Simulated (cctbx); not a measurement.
# SrIn2Bi2 with cctbx, script by script

Library: cctbx 2025.11. The data are simulated by the first script.

## 1. Simulate the data

run.py:

```python
from cctbx import adptbx, crystal, miller, sgtbx, xray
from cctbx.array_family import flex
from iotbx.shelx import hklf
from scitbx import matrix
import scitbx.random

cs = crystal.symmetry(unit_cell=(4.691, 4.691, 8.054, 90, 90, 120), space_group_symbol='Hall: -P 3 2"')  # P-3m1
atoms = [  # label, site, U (iso, or U11 U22 U33 U12 U13 U23 in A^2), occupancy
    ("Bi1", (1/3, 2/3, 0.2787), 0.0099, 1),
    ("In1", (1/3, 2/3, 0.6387), 0.0118, 1),
    ("Sr1", (0, 0, 0), 0.0147, 1),
]
xs = xray.structure(crystal_symmetry=cs)
for label, site, u, occ in atoms:
    u = adptbx.u_cif_as_u_star(cs.unit_cell(), u) if isinstance(u, tuple) else u
    xs.add_scatterer(xray.scatterer(label, site=site, u=u, occupancy=occ))
xs.set_inelastic_form_factors(1.3414, "sasaki")
xs.show_summary()
p1 = xs.expand_to_p1()
ms = miller.build_set(p1, anomalous_flag=True, d_min=0.8)
flex.set_random_seed(494535)
scitbx.random.set_random_seed(494535)
ms = ms.select(flex.random_double(ms.size()) < 0.5)
i = ms.structure_factors_from_scatterers(p1, algorithm="direct").f_calc().as_intensity_array().data()
law = matrix.sqr((0, -1, 0, -1, 0, 0, 0, 0, -1))
mate = flex.miller_index([tuple(matrix.row(h) * law) for h in ms.indices()])
i2 = ms.customized_copy(indices=mate).structure_factors_from_scatterers(p1, algorithm="direct").f_calc().as_intensity_array().data()
i = (1 - 0.4) * i + 0.4 * i2
i = i / flex.sqrt(1 + 0.3 * i / flex.max(i))  # extinction
i = i * 5000 / flex.max(i)
sig = flex.sqrt(i + flex.pow2(0.03 * i) + 15 ** 2)
noise = scitbx.random.variate(scitbx.random.normal_distribution())(i.size())
data = ms.array(data=i + sig * noise, sigmas=sig).set_observation_type_xray_intensity()
with open("data.hkl", "w") as f:
    data.export_as_shelx_hklf(f)
print("reflections written:", data.size(), " <I/sigma> = %.1f" % flex.mean(data.data() / data.sigmas()))
for h, a, b in list(data.sort("data"))[:12]:
    print("%4d%4d%4d %9.1f %7.1f" % (h + (a, b)))
```

```console
$ python run.py
```

```text
Number of scatterers: 3
At special positions: 3
Unit cell: (4.691, 4.691, 8.054, 90, 90, 120)
Space group: P -3 m 1 (No. 164)
reflections written: 653  <I/sigma> = 16.8
  -3   0   0    4969.1   166.5
  -3   3   0    4930.9   166.5
   0   0  -3    4792.2   157.6
   4  -2   0    4055.5   138.3
   2   2   0    4055.3   138.3
  -2   4   0    3959.7   138.3
  -4   2   0    3834.5   138.3
  -1  -1   3    3646.5   119.2
   1   1   3    3583.4   119.2
  -1   2  -3    3566.5   119.2
   2  -1   3    3563.1   119.2
   1   1  -3    3540.7   119.2
```

It took 0.23 s on 1 thread of Arm Neoverse V2 (shared host), peak memory 0.07 GiB.

## 2. Symmetry

run.py:

```python
from cctbx import crystal, sgtbx, statistics
from cctbx.array_family import flex
from iotbx.shelx import hklf

p1 = crystal.symmetry(unit_cell=(4.691, 4.691, 8.054, 90, 90, 120), space_group_symbol="P 1")
raw = hklf.reader(file_name="data.hkl").as_miller_arrays(crystal_symmetry=p1, anomalous=True)[0]
print(raw.size(), "reflections to d = %.3f A" % raw.d_min())
isig = raw.data() / raw.sigmas()
print("centring   violations  <I/sigma> of those")
best = "P"
for c in "ABCIRF":
    a = raw.customized_copy(space_group_info=sgtbx.space_group_info("Hall: %s 1" % c)).sys_absent_flags().data()
    m = flex.mean(isig.select(a))
    print("%5s %10d of %5d %8.1f" % (c, (isig.select(a) > 4).count(True), a.count(True), m))
    if (isig.select(a) > 4).count(True) < 0.01 * a.count(True):
        best = c
raw = raw.select(~raw.customized_copy(space_group_info=sgtbx.space_group_info("Hall: %s 1" % best)).sys_absent_flags().data())
isig = raw.data() / raw.sigmas()
rows = []
for s in sgtbx.space_group_symbol_iterator():
    g = sgtbx.space_group(s)
    if g.conventional_centring_type_symbol() != best or not g.is_compatible_unit_cell(p1.unit_cell(), 1e-3, 0.02):
        continue
    rows.append((s, g))
print("Laue class    unique    Rint  (classes that these axes allow; Friedel mates merged)")
rint = {}
for s, g in rows:
    laue = g.build_derived_patterson_group()
    key = laue.type().hall_symbol()
    if key not in rint:
        m = raw.customized_copy(space_group_info=laue.info(), anomalous_flag=False).merge_equivalents()
        rint[key] = m.r_int()
        print("%-14s %6d %7.3f" % (laue.type().lookup_symbol(), m.array().size(), m.r_int()))
floor = min(rint.values())
good = [(s, g) for s, g in rows if rint[g.build_derived_patterson_group().type().hall_symbol()] < 2 * floor + 0.03]
top = max(g.build_derived_patterson_group().order_z() for s, g in good)
print("space group    extra absences  I>4sigma  <I/sigma>")
for s, g in good:
    laue = g.build_derived_patterson_group()
    if laue.order_z() != top:
        continue
    a = raw.customized_copy(space_group_info=g.info()).sys_absent_flags().data()
    a &= ~raw.customized_copy(space_group_info=laue.info()).sys_absent_flags().data()
    bad = (isig.select(a) > 4).count(True)
    if bad <= 0.03 * a.count(True):
        print("%-16s %8d %10d %9s  %s" % (s.universal_hermann_mauguin(), a.count(True), bad, "%.1f" % flex.mean(isig.select(a)) if a.count(True) else "-", "centric" if g.is_centric() else "acentric"))
laue = max(good, key=lambda t: t[1].build_derived_patterson_group().order_z())[1].build_derived_patterson_group()
f = raw.customized_copy(space_group_info=laue.info(), anomalous_flag=False).merge_equivalents().array().eliminate_sys_absent().f_sq_as_f()
f.set_observation_type_xray_amplitude()
bins = max(3, min(8, f.size() // 12))
f.setup_binner(n_bins=bins)
w = statistics.wilson_plot(f, {e: n / laue.order_z() for e, n in {'Bi': 2.0, 'In': 2.0, 'Sr': 1.0}.items()}, e_statistics=True)
print("Wilson B = %.2f A^2   <|E^2-1|> = %.3f (0.968 centric, 0.736 acentric)   E^2>4: %.1f %%" % (w.wilson_b, w.mean_e_sq_minus_1, w.percent_e_sq_gt_2))
print("shell (A)         n   <I/sigma>")
m = raw.customized_copy(space_group_info=laue.info(), anomalous_flag=False).merge_equivalents().array().eliminate_sys_absent()
for b in m.setup_binner(n_bins=bins).range_used():
    sel = m.binner().selection(b)
    print("%5.2f - %4.2f %6d %8.1f" % (min(m.binner().bin_d_range(b)[0] if m.binner().bin_d_range(b)[0] > 0 else 99, 99), m.binner().bin_d_range(b)[1], sel.count(True), flex.mean((m.data() / m.sigmas()).select(sel))))
```

```console
$ python run.py
```

```text
653 reflections to d = 0.805 A
centring   violations  <I/sigma> of those
    A        303 of   324     17.2
    B        293 of   321     16.3
    C        288 of   319     16.4
    I        304 of   322     17.0
    R        422 of   441     17.1
    F        442 of   482     16.6
Laue class    unique    Rint  (classes that these axes allow; Friedel mates merged)
P -1              486   0.028
P 1 1 2/m         318   0.082
P -3              210   0.034
P -3 1 m          131   0.086
P -3 m 1          143   0.036
P 6/m             119   0.085
P 6/m m m          91   0.087
space group    extra absences  I>4sigma  <I/sigma>
P 3 1 2                 0          0         -  acentric
P 3 2 1                 0          0         -  acentric
P 3 m 1                 0          0         -  acentric
P 3 1 m                 0          0         -  acentric
P -3 1 m                0          0         -  centric
P -3 m 1                0          0         -  centric
P 6                     0          0         -  acentric
P -6                    0          0         -  acentric
P 6/m                   0          0         -  centric
Wilson B = 0.70 A^2   <|E^2-1|> = 0.680 (0.968 centric, 0.736 acentric)   E^2>4: 0.8 %
shell (A)         n   <I/sigma>
 8.05 - 1.61     20     30.1
 1.61 - 1.28     17     21.2
 1.28 - 1.12     18     21.5
 1.12 - 1.01     13     23.7
 1.01 - 0.94     15     17.7
 0.94 - 0.89     15     22.8
 0.89 - 0.84     18     25.1
 0.84 - 0.81     15     16.3
```

Time: 0.3 s.

## 3. Refinement

run.py:

```python
import math
from cctbx import adptbx, crystal, maptbx, sgtbx, xray
from cctbx.array_family import flex
from cctbx.xray import observations
from iotbx.shelx import hklf
from scitbx.lstbx import normal_eqns_solving
from smtbx import absolute_structure, utils
from smtbx.refinement import constraints, least_squares

cs = crystal.symmetry(unit_cell=(4.691, 4.691, 8.054, 90, 90, 120), space_group_symbol='Hall: -P 3 2"')  # P-3m1
atoms = [  # label, site, U (iso, or U11 U22 U33 U12 U13 U23 in A^2), occupancy
    ("Bi1", (1/3, 2/3, 0.2797), 0.0200, 1),
    ("In1", (1/3, 2/3, 0.6334), 0.0200, 1),
    ("Sr1", (0, 0, 0), 0.0200, 1),
]
xs = xray.structure(crystal_symmetry=cs)
for label, site, u, occ in atoms:
    u = adptbx.u_cif_as_u_star(cs.unit_cell(), u) if isinstance(u, tuple) else u
    xs.add_scatterer(xray.scatterer(label, site=site, u=u, occupancy=occ))
xs.set_inelastic_form_factors(1.3414, "sasaki")
xs.convert_to_anisotropic()
raw = hklf.reader(file_name="data.hkl").as_miller_arrays(crystal_symmetry=cs, anomalous=True)[0]
merged = raw.eliminate_sys_absent().merge_equivalents()
fo2 = merged.array().set_observation_type_xray_intensity()
print("Rint %.3f, %d unique reflections to %.2f A" % (merged.r_int(), fo2.size(), fo2.d_min()))
for sc in xs.scatterers():
    sc.flags.set_grad_site(True)
    sc.flags.set_grad_u_aniso(sc.flags.use_u_aniso())
    sc.flags.set_grad_u_iso(sc.flags.use_u_iso())
obs = fo2.as_xray_observations()
extra = {}
rep = constraints.reparametrisation(xs, [], utils.connectivity_table(xs), **extra)
ls = least_squares.crystallographic_ls(obs, rep, weighting_scheme=least_squares.mainstream_shelx_weighting(a=0, b=0))
print("cycle     R1     wR2    GooF  max shift (A)")
for cycle in range(8):
    ls.build_up()
    r1, wr2, goof = ls.r1_factor(cutoff_factor=2)[0], ls.wR2(), ls.goof()
    old = xs.sites_cart()
    normal_eqns_solving.levenberg_marquardt_iterations(ls, n_max_iterations=3, tau=1e-06, step_threshold=1e-7)
    big = flex.max((xs.sites_cart() - old).norms())
    print("%4d %7.4f %7.4f %7.3f %9.5f" % (cycle + 1, r1, wr2, goof, big))
    ls.build_up(objective_only=True)
    if abs(ls.wR2() - wr2) < 5e-5 and big < 5e-4:
        break
ls.build_up()
print("final R1 %.4f wR2 %.4f GooF %.3f  parameters %d  data/parameter %.1f" % (ls.r1_factor(cutoff_factor=2)[0], ls.wR2(), ls.goof(), ls.n_parameters, fo2.size() / ls.n_parameters))
cov = ls.covariance_matrix_and_annotations()
su = dict(zip(cov.annotations, (math.sqrt(max(v, 0)) for v in cov.matrix.matrix_packed_u_diagonal())))
a2 = cs.unit_cell().reciprocal_parameters()[0] ** -2
print("atom        x        y        z      Ueq    occ   su(xyz)  su(Uiso or U11)")
for sc in xs.scatterers():
    s = max(su.get(sc.label + k, 0) for k in (".x", ".y", ".z"))
    npd = "" if sc.is_positive_definite_u(cs.unit_cell()) else "  NPD"
    print("%-5s %8.5f %8.5f %8.5f %8.4f %6.3f %8.5f %7.4f%s" % ((sc.label,) + sc.site + (sc.u_iso_or_equiv(cs.unit_cell()), sc.occupancy, s, su.get(sc.label + ".uiso", su.get(sc.label + ".u11", 0) * a2), npd)))
fo = fo2.f_sq_as_f()
fc = fo.structure_factors_from_scatterers(xs, algorithm="direct").f_calc()
diff = fo.f_obs_minus_f_calc(1 / math.sqrt(ls.scale_factor()), fc).average_bijvoet_mates()
m = diff.fft_map(symmetry_flags=maptbx.use_space_group_symmetry, resolution_factor=0.25).apply_volume_scaling()
print("difference map: max %.2f min %.2f rms %.2f" % (m.statistics().max(), m.statistics().min(), m.statistics().sigma()))
peaks = m.peak_search(parameters=maptbx.peak_search_parameters(min_distance_sym_equiv=0.6, max_clusters=6)).all()
near = xs.closest_distances(peaks.sites(), distance_cutoff=4)
sps = cs.special_position_settings(min_distance_sym_equiv=0.5)
for k, (x, h) in enumerate(zip(peaks.sites(), peaks.heights())):
    ss = sps.site_symmetry(x)
    print("Q%-3d %7.4f %7.4f %7.4f %4d %7.2f  %.2f A from %s" % ((k + 1,) + tuple(t % 1 for t in ss.exact_site()) + (ss.multiplicity(), h, near.smallest_distances[k], xs.scatterers()[near.i_seqs[k]].label)))
```

```console
$ python run.py
```

```text
Rint 0.036, 143 unique reflections to 0.81 A
cycle     R1     wR2    GooF  max shift (A)
   1  0.2252  0.4596  17.208   0.03853
   2  0.1896  0.4065  15.221   0.00027
final R1 0.1900 wR2 0.4065 GooF 15.221  parameters 8  data/parameter 17.9
atom        x        y        z      Ueq    occ   su(xyz)  su(Uiso or U11)
Bi1    0.33333  0.66667  0.27842   0.0085  1.000  0.00112  0.0027
In1    0.33333  0.66667  0.63818   0.0125  1.000  0.00173  0.0047
Sr1    0.00000  0.00000  0.00000   0.0300  1.000  0.00000  0.0094
difference map: max 33.91 min -53.60 rms 4.24
Q1    0.3333  0.6667  0.8229    2   33.92  1.49 A from In1
Q2    0.0000  0.0000  0.2977    2   30.75  2.40 A from Sr1
Q3    0.3333  0.6667  0.2387    2   18.93  0.32 A from Bi1
Q4    0.3333  0.6667  0.0072    2   15.69  2.18 A from Bi1
Q5    0.0000  0.0000  0.5000    1   11.66  2.93 A from In1
Q6    0.0514  0.1028  0.8931    6    9.47  0.96 A from Sr1
```

Time: 0.51 s.

This run holds a fault made on purpose: twinning ignored.

## 4. Refinement (twin law added)

run.py, as its changes from the last script of this kind:

```diff
@@ -30,2 +30,3 @@
-obs = fo2.as_xray_observations()
-extra = {}
+twin = xray.twin_component(sgtbx.rot_mx((0, -1, 0, -1, 0, 0, 0, 0, -1)), 0.2, True)
+obs = observations.customized_copy(fo2.as_xray_observations(), (), (twin,))
+extra = dict(twin_fractions=(twin,))
@@ -55,11 +56 @@
-fo = fo2.f_sq_as_f()
-fc = fo.structure_factors_from_scatterers(xs, algorithm="direct").f_calc()
-diff = fo.f_obs_minus_f_calc(1 / math.sqrt(ls.scale_factor()), fc).average_bijvoet_mates()
-m = diff.fft_map(symmetry_flags=maptbx.use_space_group_symmetry, resolution_factor=0.25).apply_volume_scaling()
-print("difference map: max %.2f min %.2f rms %.2f" % (m.statistics().max(), m.statistics().min(), m.statistics().sigma()))
-peaks = m.peak_search(parameters=maptbx.peak_search_parameters(min_distance_sym_equiv=0.6, max_clusters=6)).all()
-near = xs.closest_distances(peaks.sites(), distance_cutoff=4)
-sps = cs.special_position_settings(min_distance_sym_equiv=0.5)
-for k, (x, h) in enumerate(zip(peaks.sites(), peaks.heights())):
-    ss = sps.site_symmetry(x)
-    print("Q%-3d %7.4f %7.4f %7.4f %4d %7.2f  %.2f A from %s" % ((k + 1,) + tuple(t % 1 for t in ss.exact_site()) + (ss.multiplicity(), h, near.smallest_distances[k], xs.scatterers()[near.i_seqs[k]].label)))
+print("twin fraction %.3f" % twin.value)
```

```console
$ python run.py
```

```text
Rint 0.036, 143 unique reflections to 0.81 A
cycle     R1     wR2    GooF  max shift (A)
   1  0.1338  0.2961  11.128   0.04374
   2  0.0158  0.0322   1.210   0.00001
final R1 0.0158 wR2 0.0322 GooF 1.209  parameters 9  data/parameter 15.9
atom        x        y        z      Ueq    occ   su(xyz)  su(Uiso or U11)
Bi1    0.33333  0.66667  0.27878   0.0090  1.000  0.00010  0.0002
In1    0.33333  0.66667  0.63883   0.0118  1.000  0.00014  0.0004
Sr1    0.00000  0.00000  0.00000   0.0146  1.000  0.00000  0.0006
twin fraction 0.401
```

Run time: 0.46 s on 1 thread of Arm Neoverse V2, with other jobs on the host, peak memory 0.09 GiB.

[Logs are printed without paths, hosts, clocks, repeated set-up lines and the standing remarks that a program may print on its own settings, such as how far it seeks lower states.]
